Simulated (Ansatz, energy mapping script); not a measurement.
## TiClO monolayer: J from the energies of magnetic orders

Aim: the exchange couplings of TiClO monolayer from the energies of a few collinear orders, and the ordering temperature that they give.

Program: Ansatz 0.2.0. Level of theory: PBEsol with U = 2.1 eV on Ti d, ortho-atomic projectors; plane waves, U on orthogonalised atomic orbitals unless named otherwise, collinear spin, no spin–orbit coupling. Results are calculated unless marked as measured.

## 1. Starting point

The cell holds 6 atoms: 2 Ti, 2 Cl and 2 O. Cell: a = 3.380 Å, b = 3.790 Å, c = 20.139 Å, α = 90.0°, β = 90.0°, γ = 90.0°. It derives from TiClO. one layer cut from the bulk crystal, unrelaxed, 15 A of vacuum. Vacuum lies along c.

A Hubbard U penalises fractional filling of the shell. It raises the cost of virtual hops to the neighbours, so couplings that rest on such hops usually weaken.

## 2. Probe run

One run in the crystal's own cell, under PBEsol with U = 3.3 eV on Ti d, ortho-atomic projectors, shows which elements keep a moment. Transition or f elements with 0.3 μB or more enter the spin model; moments induced on other atoms do not.

Input file input.yaml:

```yaml
crystal:
  lattice:
    - [3.38, 0.0, 0.0]
    - [0.0, 3.79, 0.0]
    - [0.0, 0.0, 20.1392]
  atoms:
    - { symbol: Ti, position: [0.0, 0.5, 0.548644], spin: 1.0 }
    - { symbol: Ti, position: [0.5, 0.0, 0.451356], spin: 1.0 }
    - { symbol: Cl, position: [0.5, 0.5, 0.627592] }
    - { symbol: O, position: [0.5, 0.5, 0.474083] }
    - { symbol: O, position: [0.0, 0.0, 0.525917] }
    - { symbol: Cl, position: [0.0, 0.0, 0.372408] }
magnetization:
  spin_polarized: true
kpoints:
  mp_grid: { grid: [8, 7, 1] }
hamiltonian:
  xc: pbesol
  hubbard:
    sites: [{ species: Ti, l: d, u_eff: 3.3 }]
    projectors: ortho-atomic
scf:
  occupations: { method: fermi_dirac, width: 0.05 }
output:
  eigenvalues: true
```

On the command line:

```bash
$ ansatz run input.yaml --threads 4 --pin off --max-ram 8192MiB --backend cpu --events-out ev --progress --plain --runs-dir out
```

Numbers of over 12 decimals in the logs are rounded to 6 here.

Output:

```text
Engine: ansatz 0.2.0, aarch64-unknown-linux-gnu
Pseudopotentials: kind: paw
Pseudopotential: Ti, paw, valence charge 12, recommended cutoff 420 eV (normal), Ti.paw.azcp
Pseudopotential: Cl, paw, valence charge 7, recommended cutoff 420 eV (normal), Cl.paw.azcp
Pseudopotential: O, paw, valence charge 6, recommended cutoff 420 eV (normal), O.paw.azcp
Functional definition: PBEsol
  exchange = pbesol_x
  correlation = pbesol_c
Crystal: 6 atoms, lattice volume = 257.987 Å³
Basis set: ecut = 420 eV, 5069 PW (Γ)
Bands: 32, of which v1, the nominal top of the filled ones, is band 25 counted from 1 (24 counted from 0)
Symmetry: 8 space group operations
Space group: Pmmn (ITA 59), of the structure as read, at distance tolerance 6.4e-5 Å
Magnetic group: BNS 59.405 (UNI 503), of the structure as read, at distance tolerance 6.4e-5 Å
k-points: 20 of 56
Non-local potential: Ti, projectors of the file, l = 0: 3, l = 1: 2, l = 2: 3, l = 3: 1
Non-local potential: Cl, projectors of the file, l = 0: 2, l = 1: 2, l = 2: 2
Non-local potential: O, projectors of the file, l = 0: 2, l = 1: 2, l = 2: 1
PAW form: soft (Blöchl's): semilocal exchange-correlation on the pseudo side does not see the compensation charge
PAW frozen core: Ti, regenerated for the run's functional, and the local potential with it (the file was generated under x = pbe(κ = 0.804, μ = 0.219515), c = pbe(β = 0.066725))
PAW frozen core: Cl, regenerated for the run's functional, and the local potential with it (the file was generated under x = pbe(κ = 0.804, μ = 0.219515), c = pbe(β = 0.066725))
PAW frozen core: O, regenerated for the run's functional, and the local potential with it (the file was generated under x = pbe(κ = 0.804, μ = 0.219515), c = pbe(β = 0.066725))
PAW one-centre angular grid: Ti, 590 points (default); XC on 64 Gauss nodes
PAW one-centre angular grid: Cl, 110 points (default); XC on 64 Gauss nodes
PAW one-centre angular grid: O, 110 points (default); XC on 64 Gauss nodes
Initial density: superposition of atomic densities (neutral atoms: chi_scale 0, normalization atom)
Starting moments: Σ|m| = 2 μB on 2 of 6 sites
Initial wavefunctions: pseudopotential atomic-orbital guess
Functional: x = pbesol(κ = 0.804, μ = 0.123457), c = pbesol(β = 0.046)
SCF iter   1: F=—  HF=-8198.512112 eV  |F-HF|=—  |Δ(HF+E_count)|=         —  Δρ=4.14e-2 (↑4.14e-2 ↓3.81e-2)  dr2=1.81e1  dr2_m=1.52e-1  M=1.998 μB ∫|m|=2.084 μB  β_m=0.30  ethr=3.10e-3  ⟨swp⟩=8.2  Hψ=6128  notcnv=0
preconditioner: auto → none  [metal: Δε(μ)=0.008 eV  Ē_g=9.821 eV  σ=0.050 eV  W_gap=0.04  n_scr=40 (ndim 8)  ℏωp=12.7 eV  f_vac=0.602  D(μ)=2.98/eV (n_scr^D=8)  sad-step TF]
[...]
Symmetry: 4 space group operations
[...]
Starting moments: Σ|m| = 2 μB on 2 of 6 sites; this step starts from the density that it was given
[...]
spin=Collinear: Resta preconditioning applied to the charge; magnetization (m = ρ↑ − ρ↓) channel mixes plain (no charge-response kernel on spin).
[...]
an SCF along what the orbitals of the run's state read of its open shells (or to have them read: on a GPU, or by another smearing), with 4 of the crystal's symmetry operations given up, reached no lower state that the run goes on to. This is no proof of a minimum
k-points: 29 of 56
[...]
spin=Collinear: Resta preconditioning applied to the charge; magnetization (m = ρ↑ − ρ↓) channel mixes plain (no charge-response kernel on spin).
[...]
an SCF along what the orbitals of the run's state read of its open shells (or to have them read: on a GPU, or by another smearing), with 4 of the crystal's symmetry operations given up (29 k-points in place of 20), reached no lower state that the run goes on to. This is no proof of a minimum
SCF converged after 17 iterations
an eigenvalue changed by more than its tolerance at an iteration that met the thresholds in force, so the SCF went on 1 time: the last check found none over its tolerance
Magnetization: 2.0000 μB (26.0000 up, 24.0000 down)
Absolute magnetization: 2.1589 μB (∫|ρ↑−ρ↓|, with the PAW one-centre terms)
Spin contamination: 0.0065 ħ² per cell (⟨S²⟩ above its minimum at these occupations)
Per-site moments (μB) at R_I (Å): [(0.679172, 0.804165), (0.679172, 0.804165), (0.00156731, 0.957146), (-0.020464, 0.804165), (-0.020464, 0.804165), (0.00156731, 0.957146)]
Free energy (F): -8195.416240 eV
Harris-Foulkes:  -8195.416240 eV  (|F-HF|=4.41e-9)
Internal energy: -8195.416240 eV  (E = F + TS)
E sigma→0 (E₀):  -8195.416240 eV
Fermi energy:    -0.011935 eV
--- Per-component energies (eV) ---
  E_band       = -902.304454
  E_kinetic    = 1218.759286
  E_local      = -34432.954773  (includes V_loc(G=0)·N_el)
  E_nonlocal   = 171.850629
  E_hartree    = 16609.618231
  E_xc         = -552.454533
  E_vxc        = -674.522480  (∫ρ·V_xc dr)
  E_hubbard    = 3.868587  (on-site DFT+U / exact-exchange correction)
  E_vhub       = -0.194039  (the Hubbard potential's part of the band-sum identity)
  E_paw        = -3632.433299  (= ΣΔE_a)
  E_vpaw       = -404.486008  (= ΣTr[D̂ρ^β])
  E_aug_tail   = 0.005416  (compensation charges beyond the density's cutoff)
  E_ewald      = 12417.818007
  E_core_change = 0.506209  (= ΣΔE_core)
  E_smearing   = -0.000000  (= −TS)
  E_closure    = -0.000000  (closes the sum)
  Σ components = -8195.416240   (vs F -8195.416240, Δ=0.00e0)
--- Band table (eV; the first three rows and the last of 40) ---
  k-point 0 ↑: bands = [... 21 lower, -3.6882, -3.6244, -3.0209, -1.7291, -1.6987, 0.8916, 1.7028, 2.3930, ... 3 higher]
  k-point 1 ↑: bands = [... 21 lower, -3.7274, -3.3935, -3.2269, -1.7211, -1.6662, 1.2017, 1.7825, 1.9972, ... 3 higher]
  k-point 2 ↑: bands = [... 21 lower, -3.7216, -3.5835, -3.2467, -1.7815, -1.6730, 1.7941, 1.8302, 1.8339, ... 3 higher]
  k-point 19 ↓: bands = [... 21 lower, -4.2728, -3.7334, -3.7334, 2.0164, 2.0164, 2.7137, 2.7137, 3.6859, ... 3 higher]
Occupation matrices written to <dir>
```

Elapsed: 61 s, on 4 threads of Arm Neoverse V1, shared host; peak memory 1.4 GiB.

In the SCF lines HF is the Harris–Foulkes energy and dr2 the Hartree energy of the density residual, in eV; the loop may stop once dr2 is under the threshold and the program's other checks hold. Hψ counts applications of the Hamiltonian.

Spin moment in the sphere by atom:

| atom | spin moment in the sphere (μB) |
| --- | --- |
| Ti1 | 0.679 |
| Ti2 | 0.679 |
| Cl3 | 0.002 |
| O4 | -0.020 |
| O5 | -0.020 |
| Cl6 | 0.002 |

The run ends ferromagnetic; Ti carries the moments.

## 3. One set of occupation matrices for all orders

A corrected shell can settle in several orbital fillings. One parallel run, with an occupation width a fifth wider than the orders use, therefore is to supply the occupation matrices. All orders start from them.

input.yaml, as its differences from that of step 2:

```diff
@@ -19,6 +19,6 @@
   hubbard:
-    sites: [{ species: Ti, l: d, u_eff: 3.3 }]
+    sites: [{ species: Ti, l: d, u_eff: 2.1 }]
     projectors: ortho-atomic
 scf:
-  occupations: { method: fermi_dirac, width: 0.05 }
+  occupations: { method: fermi_dirac, width: 0.048 }
 output:
```

Output:

```text
[...]
Crystal: 6 atoms, lattice volume = 257.987 Å³
Basis set: ecut = 420 eV, 5069 PW (Γ)
Bands: 32, of which v1, the nominal top of the filled ones, is band 25 counted from 1 (24 counted from 0)
Symmetry: 8 space group operations
[...]
k-points: 20 of 56
[...]
Starting moments: Σ|m| = 2 μB on 2 of 6 sites
[...]
SCF iter   1: F=—  HF=-8200.324743 eV  |F-HF|=—  |Δ(HF+E_count)|=         —  Δρ=4.07e-2 (↑4.07e-2 ↓3.68e-2)  dr2=1.73e1  dr2_m=1.60e-1  M=1.948 μB ∫|m|=2.010 μB  β_m=0.30  ethr=3.10e-3  ⟨swp⟩=8.1  Hψ=6108  notcnv=0
[...]
SCF iter  17: F=-8196.850756 eV  HF=-8196.850756 eV  |F-HF|=2.04e-9  |Δ(HF+E_count)|=   7.51e-8  Δρ=1.59e-6 (↑1.59e-6 ↓1.27e-6)  dr2=7.90e-9  dr2_m=2.75e-9  M=2.000 μB ∫|m|=2.165 μB  ethr=1.07e-10  ⟨swp⟩=1.0  Hψ=3816  notcnv=0
SCF 1 converged in 17 iterations: F = -8196.850756 eV  dr2 = 7.90e-9
[...]
Symmetry: 4 space group operations
k-points: 29 of 56
[...]
SCF 2 converged in 4 iterations: F = -8196.850756 eV  dr2 = 5.47e-9
[...]
SCF converged after 17 iterations
Magnetization: 2.0000 μB (26.0000 up, 24.0000 down)
Absolute magnetization: 2.1504 μB (∫|ρ↑−ρ↓|, with the PAW one-centre terms)
[...]
Per-site moments (μB) at R_I (Å): [(0.671967, 0.804165), (0.671967, 0.804165), (0.00362491, 0.957146), (-0.018370, 0.804165), (-0.018370, 0.804165), (0.00362491, 0.957146)]
Free energy (F): -8196.850756 eV
[...]
Internal energy: -8196.850748 eV  (E = F + TS)
E sigma→0 (E₀):  -8196.850752 eV
Entropy (-TS):   -0.000008 eV (-0.001 meV/atom)
Fermi energy:    0.208031 eV
[...]
--- Band table (eV; the first three rows and the last of 40) ---
  k-point 0 ↑: bands = [... 21 lower, -3.7131, -3.6520, -3.0517, -1.1980, -1.0287, 0.6195, 1.4431, 2.1767, ... 3 higher]
  k-point 1 ↑: bands = [... 21 lower, -3.7615, -3.4037, -3.2675, -1.1468, -1.0561, 0.9464, 1.5313, 1.8129, ... 3 higher]
  k-point 2 ↑: bands = [... 21 lower, -3.7394, -3.6265, -3.2442, -1.1571, -1.1320, 1.5621, 1.6470, 1.6633, ... 3 higher]
  k-point 19 ↓: bands = [... 21 lower, -4.3126, -3.7602, -3.7602, 1.7738, 1.7738, 2.5012, 2.5012, 3.3679, ... 3 higher]
Occupation matrices written to <dir>
```

Wall time 34 s (4 threads); peak memory 1.4 GiB; 2.2 min of CPU time.

Read from the output:

```
final state                       : ferromagnetic
electrons in the corrected shells : 2.458, 2.458 e
largest moment                    : 0.672 μB
```

## 4. Parallel start in cell A (6 atoms)

Each cell gets its own parallel run on the same mesh, so that most of the mesh error cancels in the differences.

input.yaml, the sections that differ from step 3:

```yaml
hamiltonian:
  xc: pbesol
  hubbard:
    sites:
      - { species: Ti, l: d, u_eff: 2.1 }
      - { site: 0, l: d, u_eff: 2.1, starting_ns: [{ spin: up, occupation_matrix: ti1_major }, { spin: down, occupation_matrix: ti1_minor }] }
      - { site: 1, l: d, u_eff: 2.1, starting_ns: [{ spin: up, occupation_matrix: ti2_major }, { spin: down, occupation_matrix: ti2_minor }] }
    projectors: ortho-atomic
    occupation_matrices:
      ti1_major:
        matrix:
          - [0.826, 0.0, 0.0, -0.295, 0.0]
          - [0.0, 0.216, 0.0, 0.0, 0.0]
          - [0.0, 0.0, 0.142, 0.0, 0.0]
          - [-0.295, 0.0, 0.0, 0.418, 0.0]
          - [0.0, 0.0, 0.0, 0.0, 0.127]
      ti1_minor:
        matrix:
          - [0.098, 0.0, 0.0, 0.066, 0.0]
          - [0.0, 0.197, 0.0, 0.0, 0.0]
          - [0.0, 0.0, 0.121, 0.0, 0.0]
          - [0.066, 0.0, 0.0, 0.2, 0.0]
          - [0.0, 0.0, 0.0, 0.0, 0.113]
      ti2_major:
        matrix:
          - [0.826, 0.0, 0.0, -0.295, 0.0]
          - [0.0, 0.216, 0.0, 0.0, 0.0]
          - [0.0, 0.0, 0.142, 0.0, 0.0]
          - [-0.295, 0.0, 0.0, 0.418, 0.0]
          - [0.0, 0.0, 0.0, 0.0, 0.127]
      ti2_minor:
        matrix:
          - [0.098, 0.0, 0.0, 0.066, 0.0]
          - [0.0, 0.197, 0.0, 0.0, 0.0]
          - [0.0, 0.0, 0.121, 0.0, 0.0]
          - [0.066, 0.0, 0.0, 0.2, 0.0]
          - [0.0, 0.0, 0.0, 0.0, 0.113]
scf:
  occupations: { method: fermi_dirac, width: 0.04 }
output:
  eigenvalues: true
  write_density: true
  write_potential: true
  elf: true
  volumetric_format: npy
# crystal, magnetization, kpoints: as in step 3
```

Output:

```text
[...]
Crystal: 6 atoms, lattice volume = 257.987 Å³
Basis set: ecut = 420 eV, 5069 PW (Γ)
Bands: 32, of which v1, the nominal top of the filled ones, is band 25 counted from 1 (24 counted from 0)
Symmetry: 8 space group operations
[...]
k-points: 20 of 56
[...]
Starting moments: Σ|m| = 2 μB on 2 of 6 sites
[...]
SCF iter   1: F=—  HF=-8200.757439 eV  |F-HF|=—  |Δ(HF+E_count)|=         —  Δρ=4.44e-2 (↑4.44e-2 ↓3.65e-2)  dr2=1.63e1  dr2_m=4.19e-1  M=2.000 μB ∫|m|=2.079 μB  β_m=0.30  ethr=3.10e-3  ⟨swp⟩=8.1  Hψ=6133  notcnv=0
[...]
SCF iter  13: F=-8196.850756 eV  HF=-8196.850756 eV  |F-HF|=6.49e-9  |Δ(HF+E_count)|=   3.16e-8  Δρ=1.41e-6 (↑1.41e-6 ↓1.18e-6)  dr2=6.20e-9  dr2_m=3.20e-9  M=2.000 μB ∫|m|=2.166 μB  ethr=2.00e-10  ⟨swp⟩=7.5  Hψ=5014  notcnv=0
SCF 1 converged in 13 iterations: F = -8196.850756 eV  dr2 = 6.20e-9
[...]
WARN: The output density's exchange-correlation potential varies sharply where the density is thin. Do not read a vacuum level from v_tot or v_xc, or from such a field of the output density. On a cell that repeats whose density bears no net charge and no dipole along the vacuum's axis use v_es (v_loc + v_h of the components); under efield.dipole_correction with no amplitude use v_es + v_field, which holds any externa [...]
SCF converged after 13 iterations
Magnetization: 2.0000 μB (26.0000 up, 24.0000 down)
Absolute magnetization: 2.1505 μB (∫|ρ↑−ρ↓|, with the PAW one-centre terms)
[...]
Per-site moments (μB) at R_I (Å): [(0.671981, 0.804165), (0.671981, 0.804165), (0.0036147, 0.957146), (-0.018390, 0.804165), (-0.018390, 0.804165), (0.0036147, 0.957146)]
Free energy (F): -8196.850756 eV
[...]
Internal energy: -8196.850755 eV  (E = F + TS)
E sigma→0 (E₀):  -8196.850755 eV
Entropy (-TS):   -0.000001 eV (-0.000 meV/atom)
Fermi energy:    0.199027 eV
[...]
--- Specified on-site occupations, and those of the state reported ---
  electrons in the specified blocks: 4.9160 specified, 4.9151 found
  site 0 (l=d) ↓: largest change of an orbital's occupation 0.0004; electrons 0.7290 specified, 0.7292 found; spectral distance 0.0006
[...]
site 0 (l=d) ↑: largest change of an orbital's occupation 0.0003; electrons 1.7290 specified, 1.7283 found; spectral distance 0.0005
[...]
--- Band table (eV; the first three rows and the last of 40) ---
  k-point 0 ↑: bands = [... 21 lower, -3.7131, -3.6521, -3.0517, -1.1980, -1.0288, 0.6195, 1.4431, 2.1766, ... 3 higher]
  k-point 1 ↑: bands = [... 21 lower, -3.7615, -3.4037, -3.2674, -1.1469, -1.0562, 0.9463, 1.5312, 1.8127, ... 3 higher]
  k-point 2 ↑: bands = [... 21 lower, -3.7394, -3.6264, -3.2442, -1.1572, -1.1320, 1.5620, 1.6469, 1.6632, ... 3 higher]
  k-point 19 ↓: bands = [... 21 lower, -4.3125, -3.7602, -3.7602, 1.7738, 1.7738, 2.5012, 2.5012, 3.3679, ... 3 higher]
Occupation matrices written to <dir>
```

Elapsed: 10 s, on 4 threads; peak memory 0.9 GiB.

Spin moment in the sphere by atom:

| atom | spin moment in the sphere (μB) |
| --- | --- |
| Ti1 | 0.672 |
| Ti2 | 0.672 |
| Cl3 | 0.004 |
| O4 | -0.018 |
| O5 | -0.018 |
| Cl6 | 0.004 |

The run ends ferromagnetic.

Spin density in the ca plane at fractional y = 0.000, with atoms of Ti and O and Cl within 0.2 Å of it.

Ten even steps from '0' (-0.02 e/Å³) to '9' (0.77 e/Å³), each cell a mean:
```
00000000000000000000000000000000000000000000
00000000000000000000000021000000000000000000
00000000000000000000000164000000000000000000
00000000000000000000013597520000000000000000
00000000000000000000014899820000000000000000
00000000000000000000001285110000000000000000
00000000000000000000000142000000000000000000
00000000000000000000000010000000000000000000
00000000000000000000000000000000000000000000
```
Columns run along c (16.0 Å, from fractional 0.01 to 0.81 of the cell), rows up along a (3.4 Å). Atoms in or near the plane, at fractional coordinates: Ti at (0.45, 0.50), O at (0.53, 0.00), Cl at (0.37, 0.00).

ELF in the ca plane at fractional y = 0.000, with atoms of Ti and O and Cl within 0.2 Å of it. It is the smooth field of the valence electrons, not physical close to the nuclei.

Values, 5 rows by 16 columns, each cell a mean:
```
0.00 0.00 0.00 0.01 0.27 0.81 0.74 0.50 0.36 0.73 0.49 0.02 0.00 0.00 0.00 0.00
0.00 0.00 0.00 0.00 0.07 0.40 0.58 0.40 0.40 0.35 0.12 0.02 0.01 0.00 0.00 0.00
0.00 0.00 0.00 0.00 0.01 0.07 0.19 0.45 0.48 0.12 0.02 0.02 0.01 0.00 0.00 0.00
0.00 0.00 0.00 0.00 0.12 0.58 0.74 0.40 0.34 0.54 0.22 0.01 0.01 0.00 0.00 0.00
0.00 0.00 0.00 0.01 0.31 0.84 0.62 0.55 0.41 0.65 0.56 0.02 0.00 0.00 0.00 0.00
```
Columns run along c (16.0 Å, from fractional 0.07 to 0.86 of the cell), rows up along a (3.4 Å). Atoms in or near the plane, at fractional coordinates: Ti at (0.45, 0.50), O at (0.53, 0.00), Cl at (0.37, 0.00).

(Continued in part 2 of 3.)

[Logs and program files are shortened in this print: banners, set-up blocks, solver, clock and traceback lines can be left out without a mark of their own.]

[Logs are printed without paths, hosts, clocks, repeated set-up lines and the standing remarks that a program may print on its own settings, such as how far it seeks lower states.]

[Hosts, paths, dates, database ids (printed as entryN), source tags and the programs' standing remarks are cut or masked in the printed files.]

[Where a cell is said to come from a database of computed structures, the database is the Materials Project.]
